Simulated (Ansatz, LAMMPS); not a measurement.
# Force difference against the spacing of support functions in amorphous SiO1.8 (157 atoms)

Density of this cell: 2.25 g/cm³. The cell holds 157 atoms: 56 Si and 101 O. Its edges and angles: a = 13.303 Å, b = 13.303 Å, c = 13.303 Å, α = 90.0°, β = 90.0°, γ = 90.0°. 157 atoms (56 Si, 101 O) placed at random at 2.25 g/cm³, melted at 5000 K for 10 ps at fixed volume with the Tersoff Si-O potential (Munetoh et al., Comput. Mater. Sci. 39, 334 (2007)). Quenched from 5000 K to 300 K at 10 K/ps and fixed volume, held 5 ps.

Calculated with Ansatz 0.2.0: Kohn-Sham DFT, PBE, PAW (set soft_2), localised support functions (medium), with the spacing typed; the reference is Kohn-Sham DFT, PBE, PAW (set soft_2), plane waves, cutoff 420 eV, Γ point, fermi-dirac smearing of 0.05 eV, with an r.m.s. force component of 1.51 eV/Å.

| spacing (Å) | r.m.s. force difference (meV/Å) | time |
| --- | --- | --- |
| 0.165 | 0.687 | 4.9 min |
| 0.211 | ? | ? |
| 0.238 | 1.491 | 2.1 min |
| 0.275 | 7.796 | 1.8 min |
| 0.33 | 29.29 | 86 s |

Task: Fit a power law of the spacing to the rows given and interpolate to the withheld row.

**Working.**

A power law y = A x^b is a line in u = ln x and v = ln y.

```
u = ln x   v = ln y
-1.80181  -0.375421
-1.43548   0.399447
-1.29098    2.05361
-1.10866    3.37725
```

With n = 4: mean u = -1.40924, mean v = 1.36372, Σ(u − ū)² = 0.25913, Σ(u − ū)(v − v̄) = 1.3948. Slope b = 1.3948 / 0.25913 = 5.3828; intercept a = v̄ − b ū = 8.9493.

At the withheld row u = -1.556, v = a + b u = 0.5743, and y = exp(v).

Prediction at 0.211: 1.776 meV/Å. The run gave 0.688 meV/Å, so the fit is high by 1.1 meV/Å (158 % of the value).

The fitted exponent is 5.4. Between neighbouring rows, the withheld one included, the exponents are 0.0059, 6.4, 11 and 7.3, so one power law doesn't hold over the range: the values level off at a floor. Among the rows given, the largest relative miss of the fit is at 0.238, by 1.9 meV/Å (128 %).

Limits: The difference holds the reference's own basis error, which sets a floor under it.

[Logs are printed without paths, hosts, clocks, repeated set-up lines and the standing remarks that a program may print on its own settings, such as how far it seeks lower states.]

[Hosts, paths, dates, database ids (printed as entryN), source tags and the programs' standing remarks are cut or masked in the printed files.]
